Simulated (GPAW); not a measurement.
## SiO2 (Quartz, P3_121): the Si L₃ absorption edge

What does one-electron theory with a core hole give for the Si L₃ edge of SiO2 (Quartz, P3_121)?

Program: GPAW 26.7.0. Level of theory: X-ray absorption from dipole matrix elements to empty bands, plane-wave PAW PBE. Results are calculated unless marked as measured.

Report form: the programs' logs are mostly left out.

## 1. The starting structure

The structure is trigonal, space group P3_121 (No. 152). Conventional cell: a = 4.916 Å, b = 4.916 Å, c = 5.409 Å, α = 90.00°, β = 90.00°, γ = 120.00°. Nearest to Si lie 4 O at 1.61 Å. Nearest to O lie 2 Si at 1.61 Å. Farther neighbours and most contacts between anions are not listed.

As a file:

```cif
data_structure
_symmetry_space_group_name_H-M 'P3_121'
_symmetry_Int_Tables_number 152
_cell_length_a 4.9158
_cell_length_b 4.9158
_cell_length_c 5.4091
_cell_angle_alpha 90.000
_cell_angle_beta 90.000
_cell_angle_gamma 120.000
_cell_volume 113.20
loop_
_atom_site_label
_atom_site_type_symbol
_atom_site_symmetry_multiplicity
_atom_site_Wyckoff_symbol
_atom_site_fract_x
_atom_site_fract_y
_atom_site_fract_z
_atom_site_occupancy
Si1 Si 3 a 0.46970 0.46970 0.00000 1
O1 O 6 c 0.85380 0.26800 0.45233 1
```

## 2. Ground state of the crystal

A plain self-consistent run shows whether there is a gap, which decides the set-up of the core-hole run.

The input, scf.py:

```python
import numpy as np
from ase import Atoms
from ase.parallel import parprint, paropen
from gpaw import GPAW, PW, FermiDirac, Mixer, MixerDif, setup_paths
from gpaw.test import gen
setup_paths.insert(0, '.')
gen('Si', name='nch2p', xcname='PBE', corehole=(2, 1, 0), write_xml=True)
from gpaw.mpi import world
world.barrier()

atoms = Atoms('Si3O6',
    cell=[[4.9158, 0, 0],
     [-2.4579, 4.25720768, 0],
     [0, 0, 5.4091]],
    scaled_positions=[[0.4697, 0.4697, 0],
     [0, 0.5303, 0.66666667],
     [0.5303, 0, 0.33333333],
     [0.8538, 0.268, 0.45233333],
     [0.732, 0.5858, 0.78566667],
     [0.4142, 0.1462, 0.119],
     [0.268, 0.8538, 0.54766667],
     [0.5858, 0.732, 0.21433333],
     [0.1462, 0.4142, 0.881]],
    pbc=True)
atoms.calc = calc = GPAW(legacy_gpaw=True, mode=PW(500), xc='PBE', setups={0: 'nch2p'},
    kpts={'size': (5, 5, 4), 'gamma': True}, occupations=FermiDirac(0.05),
    charge=0, mixer=Mixer(0.1, 5, 50), maxiter=150,
    convergence={'density': 0.0001}, txt='scf.txt')
energy = atoms.get_potential_energy() + calc.get_reference_energy()
ef = calc.get_fermi_level()
out = dict(energy=energy, fermi=ef, forces=atoms.get_forces().tolist())
parprint(f'all-electron energy {energy:.4f} eV, Fermi level {ef:.4f} eV')
ev = np.array([[calc.get_eigenvalues(k, s) for k in range(len(calc.get_ibz_k_points()))] for s in range(calc.get_number_of_spins())])
out['homo'], out['lumo'], out['counts'] = ev[ev < ef].max(), ev[ev > ef].min(), sorted(set((ev < ef).sum((0, 2)).tolist()))
out['filled'] = (ev[:, 0] < ef).sum(1).tolist()
import json
with paropen('out.json', 'w') as f:
    json.dump(out, f)
```

Run with:

```bash
$ OMP_NUM_THREADS=1 mpirun -n 2 gpaw python scf.py
```

The job ended after 31 s (2 MPI ranks of Arm Neoverse V2, shared host; peak memory 0.24 GiB; 62 s of CPU time).

The mesh shows a gap of 6.01 eV, so the hole is first treated in a charged cell, without the excited electron.

## 3. Cell without a hole, the energy reference

The photon energy needs a difference of total energies, so the cell and mesh of the coming hole run are first run without a hole.

This run holds the same structure in another cell (γ 120.0 → 60.0°).

scf.py, as its differences from that of step 2:

```diff
@@ -11,17 +11,17 @@
 atoms = Atoms('Si3O6',
-    cell=[[4.9158, 0, 0],
-     [-2.4579, 4.25720768, 0],
-     [0, 0, 5.4091]],
-    scaled_positions=[[0.4697, 0.4697, 0],
-     [0, 0.5303, 0.66666667],
-     [0.5303, 0, 0.33333333],
-     [0.8538, 0.268, 0.45233333],
-     [0.732, 0.5858, 0.78566667],
-     [0.4142, 0.1462, 0.119],
-     [0.268, 0.8538, 0.54766667],
-     [0.5858, 0.732, 0.21433333],
-     [0.1462, 0.4142, 0.881]],
+    cell=[[2.4579, -4.25720768, 0],
+     [-2.4579, -4.25720768, 0],
+     [0, 0, -5.4091]],
+    scaled_positions=[[0, 0.5303, 0],
+     [0.4697, 0, 0.33333333],
+     [0.5303, 0.4697, 0.66666667],
+     [0.5858, 0.1462, 0.54766667],
+     [0.1462, 0.268, 0.21433333],
+     [0.268, 0.5858, 0.881],
+     [0.4142, 0.732, 0.45233333],
+     [0.8538, 0.4142, 0.78566667],
+     [0.732, 0.8538, 0.119]],
     pbc=True)
 atoms.calc = calc = GPAW(legacy_gpaw=True, mode=PW(500), xc='PBE', setups={0: 'nch2p'},
-    kpts={'size': (5, 5, 4), 'gamma': True}, occupations=FermiDirac(0.05),
+    kpts={'size': (4, 4, 4), 'gamma': True}, occupations=FermiDirac(0.02),
     charge=0, mixer=Mixer(0.1, 5, 50), maxiter=150,
```

Wall time 23 s (2 MPI ranks); peak memory 0.23 GiB.

Reference energy: -35973.084 eV with the cores included.

## 4. Spectrum with FCH, Si atom 1

The holes are 4.9 Å apart. In GPAW the data set carries the hole's charge, so charge=0 means a charged cell and charge=-1 a neutral one. The excited electron is left out and a uniform background balances the charge. After the field has converged, empty bands are computed with the density fixed and the dipole matrix elements are summed.

The absorber has 4 O at 1.61 Å (tetrahedral, site symmetry 2).

The input, xas.py:

```python
import numpy as np
from ase import Atoms
from ase.parallel import parprint, paropen
from gpaw import GPAW, PW, FermiDirac, Mixer, MixerDif, setup_paths
from gpaw.test import gen
setup_paths.insert(0, '.')
gen('Si', name='fch2p', xcname='PBE', corehole=(2, 1, 1), write_xml=True)
from gpaw.mpi import world
world.barrier()

atoms = Atoms('Si3O6',
    cell=[[2.4579, -4.25720768, 0],
     [-2.4579, -4.25720768, 0],
     [0, 0, -5.4091]],
    scaled_positions=[[0, 0.5303, 0],
     [0.4697, 0, 0.33333333],
     [0.5303, 0.4697, 0.66666667],
     [0.5858, 0.1462, 0.54766667],
     [0.1462, 0.268, 0.21433333],
     [0.268, 0.5858, 0.881],
     [0.4142, 0.732, 0.45233333],
     [0.8538, 0.4142, 0.78566667],
     [0.732, 0.8538, 0.119]],
    pbc=True)
atoms.calc = calc = GPAW(legacy_gpaw=True, mode=PW(500), xc='PBE', setups={0: 'fch2p'},
    kpts={'size': (4, 4, 4), 'gamma': True}, occupations=FermiDirac(0.02),
    charge=0, mixer=Mixer(0.1, 5, 50), maxiter=150,
    convergence={'density': 0.0001}, txt='scf.txt')
energy = atoms.get_potential_energy() + calc.get_reference_energy()
ef = calc.get_fermi_level()
out = dict(energy=energy, fermi=ef, forces=atoms.get_forces().tolist())
parprint(f'all-electron energy {energy:.4f} eV, Fermi level {ef:.4f} eV')
ev = np.array([[calc.get_eigenvalues(k, s) for k in range(len(calc.get_ibz_k_points()))] for s in range(calc.get_number_of_spins())])
out['homo'], out['lumo'], out['counts'] = ev[ev < ef].max(), ev[ev > ef].min(), sorted(set((ev < ef).sum((0, 2)).tolist()))
out['filled'] = (ev[:, 0] < ef).sum(1).tolist()

from ase.units import Ha
from gpaw.xas import dipole_matrix_elements
nb = int(calc.get_number_of_electrons() / 2) + 70
top, nb = nb, nb + 8 + nb // 12
nscf = calc.fixed_density(kpts={'size': (5, 5, 4), 'gamma': True}, nbands=nb,
    convergence={'bands': top, 'eigenstates': 1e-5}, maxiter=60, txt='nscf.txt')
cell = atoms.cell.array
ops = [cell.T @ U.T @ np.linalg.inv(cell.T) for U in nscf.wfs.kd.symmetry.op_scc]
filled = [24]  # bands filled in the ground state, by spin
E = np.arange(-6, 34, 0.1)
fwhm = np.interp(E, [4, 25], [0.9, 3.5])
Y, X, zero, highest = 0, 0, 1e9, 1e9
for spin in range(nscf.get_number_of_spins()):
    wfs = nscf.wfs
    A = dipole_matrix_elements(wfs.setups[0])
    eps = np.zeros((wfs.kd.nibzkpts, nb))
    d = np.zeros((3, A.shape[1], wfs.kd.nibzkpts, nb), complex)
    for kpt in wfs.kpt_u:
        if kpt.s == spin and 0 in kpt.P_ani:
            eps[kpt.k] = kpt.eps_n * Ha
            d[:, :, kpt.k] = (kpt.weight * wfs.nspins / 2) ** 0.5 * np.inner(A, kpt.P_ani[0])
    world.sum(eps)
    world.sum(d)
    T = np.einsum('amkn,bmkn->abkn', d, d.conj()).real
    T = sum(np.einsum('ai,ijkn,bj->abkn', R, T, R) for R in ops) / len(ops)
    empty = np.ones_like(eps, bool) & (np.arange(nb) >= filled[spin])
    zero, highest = min(zero, eps[empty].min()), min(highest, eps[:, top - 1].min())
    lines = [(eps, T, empty)] if spin == 0 else lines + [(eps, T, empty)]
for eps, T, empty in lines:
    f = np.einsum('aakn->akn', T).reshape(3, -1)
    x = eps.ravel() - zero
    w = np.interp(x, E, fwhm) / 2.35482
    g = np.exp(-0.5 * ((E[:, None] - x) / w) ** 2) / (w * (2 * np.pi) ** 0.5)
    Y = Y + (f * empty.ravel()) @ g.T
    X = X + (f * ~empty.ravel()) @ g.T
out.update(E=E.round(2).tolist(), xas=Y.tolist(), xes=X.tolist(), zero=zero, valid=highest - zero, nk=len(eps), nb=nb)
for i in range(0, len(E), 10):
    parprint(f'{E[i]:7.2f}', *(f'{v:10.3e}' for v in Y[:, i]))
import json
with paropen('out.json', 'w') as f:
    json.dump(out, f)
```

Run with:

```bash
$ OMP_NUM_THREADS=1 mpirun -n 2 gpaw python xas.py
```

It took 1.9 min on 2 MPI ranks; peak memory 0.37 GiB; 3.7 min of CPU time.

The Si L₃ spectrum, Si atom 1, full core hole (charged cell) (energy from the lowest empty level; intensity scaled to a mean of 1 over the first 20 eV; polarised curves are means over the symmetry-equivalent atoms):

```csv
E (eV),isotropic,ε ⊥ c,ε ∥ c
-2.0,0.00,0.00,0.00
-1.0,0.00,0.00,0.00
0.0,0.04,0.04,0.04
1.0,0.48,0.48,0.47
2.0,1.10,1.15,1.02
3.0,1.94,2.00,1.83
4.0,0.72,0.67,0.82
5.0,0.73,0.74,0.69
6.0,0.67,0.68,0.67
7.0,0.67,0.65,0.72
8.0,1.02,1.03,1.00
9.0,1.76,1.84,1.59
10.0,1.35,1.32,1.39
11.0,0.90,0.81,1.08
12.0,0.73,0.65,0.88
13.0,0.69,0.69,0.69
14.0,0.74,0.80,0.62
15.0,0.85,0.91,0.72
16.0,0.97,0.99,0.92
17.0,1.11,1.11,1.11
18.0,1.30,1.28,1.33
19.0,1.47,1.45,1.51
20.0,1.55,1.53,1.60
21.0,1.56,1.54,1.59
22.0,1.49,1.47,1.52
23.0,1.40,1.38,1.44
24.0,1.34,1.32,1.38
25.0,1.32,1.31,1.33
26.0,1.30,1.32,1.27
27.0,1.27,1.30,1.20
28.0,1.20,1.23,1.15
29.0,1.14,1.16,1.11
30.0,1.09,1.09,1.10
```

Main maxima below 24 eV (height): 2.9 eV (1.98), 4.7 eV (0.75), 9.1 eV (1.77) and 20.5 eV (1.57). At an L edge the dipole rule allows s and d final states: the first features are the absorber's empty s states, and d weight takes over some eV higher.

The hole costs E(hole) − E(ground) = 98.29 eV, and the lowest empty level of the hole cell on the spectrum's mesh lies at 7.05 eV, which puts the zero at 105.34 eV. Two terms are added: -0.84 eV, since the hole is spin-paired here and a spin-polarised one costs that much less in the free atom (computed apart); −0.20 eV, a third of the tabulated L₂–L₃ splitting, since the scalar-relativistic hole is their mean. The photon energy is then 104.30 eV. The tabulated edge of the element is 99.2 eV. The functional and the charged cell's background leave an error of a few eV in such absolute values.

## 5. Excitation energy, Si atom 1

With the excited electron kept in the cell the system stays neutral, and the energy difference is an excitation energy by itself. In a small cell that electron takes up a good share of the lowest empty band, or all of one, which shifts the value from the true onset.

Changed against the first core-hole run: core hole to XCH, with the smearing that suits a partly filled band.

scf.py, as its differences from that of step 3:

```diff
@@ -6,3 +6,3 @@
 setup_paths.insert(0, '.')
-gen('Si', name='nch2p', xcname='PBE', corehole=(2, 1, 0), write_xml=True)
+gen('Si', name='fch2p', xcname='PBE', corehole=(2, 1, 1), write_xml=True)
 from gpaw.mpi import world
@@ -24,5 +24,5 @@
     pbc=True)
-atoms.calc = calc = GPAW(legacy_gpaw=True, mode=PW(500), xc='PBE', setups={0: 'nch2p'},
-    kpts={'size': (4, 4, 4), 'gamma': True}, occupations=FermiDirac(0.02),
-    charge=0, mixer=Mixer(0.1, 5, 50), maxiter=150,
+atoms.calc = calc = GPAW(legacy_gpaw=True, mode=PW(500), xc='PBE', setups={0: 'fch2p'},
+    kpts={'size': (4, 4, 4), 'gamma': True}, occupations=FermiDirac(0.04),
+    charge=-1, mixer=Mixer(0.1, 5, 50), maxiter=150,
     convergence={'density': 0.0001}, txt='scf.txt')
```

Run with:

```bash
$ OMP_NUM_THREADS=1 mpirun -n 2 gpaw python scf.py
```

Elapsed: 27 s, on 2 MPI ranks; peak memory 0.23 GiB.

The total-energy difference is 106.53 eV. With the free-atom terms of -1.04 eV for this edge, the photon energy is 105.48 eV.

## 6. Outcome

- absorber and edge: Si L₃, atom 1 of the ground-state input (counted from 1)
- surroundings: 4 O at 1.61 Å (tetrahedral, site symmetry 2)
- highest intensity below 16 eV: 2.9 eV above the zero, height 1.98
- photon energy of the zero, with the added terms: 104.3 eV (raw 105.3 eV; uncertain by a few eV)

**Reading.** The Si L₃ edge of atom 1, with 4 O at 1.61 Å (tetrahedral, site symmetry 2), has its highest intensity of the first 16 eV at 2.9 eV above the zero, near 107 eV in photon energy (uncertain by a few eV), 2.0 times the mean level of the first 20 eV (Gaussian full width 0.9 eV up to 4 eV, rising linearly to 3.5 eV at 25 eV). The neutral-cell energy lies +1.2 eV from the charged-cell zero, a gap made of the charged-cell error and of where the added electron settles. At the Si L₃ edge of atom 1 polarisation matters most near 11.3 eV, where the curves differ by 0.3 on this scale. Only the L₃ part is meant: spin–orbit coupling of the core level isn't computed and the L₂ copy isn't added. The holes are only 4.9 Å apart, so the shape is probably not converged with cell size; no larger cell was run here. The mesh is coarse (0.30 Å⁻¹ between points), so small maxima may be mesh ripples. Lifetime broadening is put in by hand, and intensities beyond about 20 eV depend on it and on the partial waves. The structure is a published determination, not relaxed.

[Logs are printed without paths, hosts, clocks, repeated set-up lines and the standing remarks that a program may print on its own settings, such as how far it seeks lower states.]

[Hosts, paths, dates, database ids (printed as entryN), source tags and the programs' standing remarks are cut or masked in the printed files.]

[Lists of maxima count a maximum above −3 eV only where it reaches 4 % of the highest in the window and stands out from its surroundings by 2 % of it (1.5 % where it reaches 55 %); shoulders and weaker maxima are passed over, and of the rest the first, up to two pre-edge ones and the few strongest are named.]
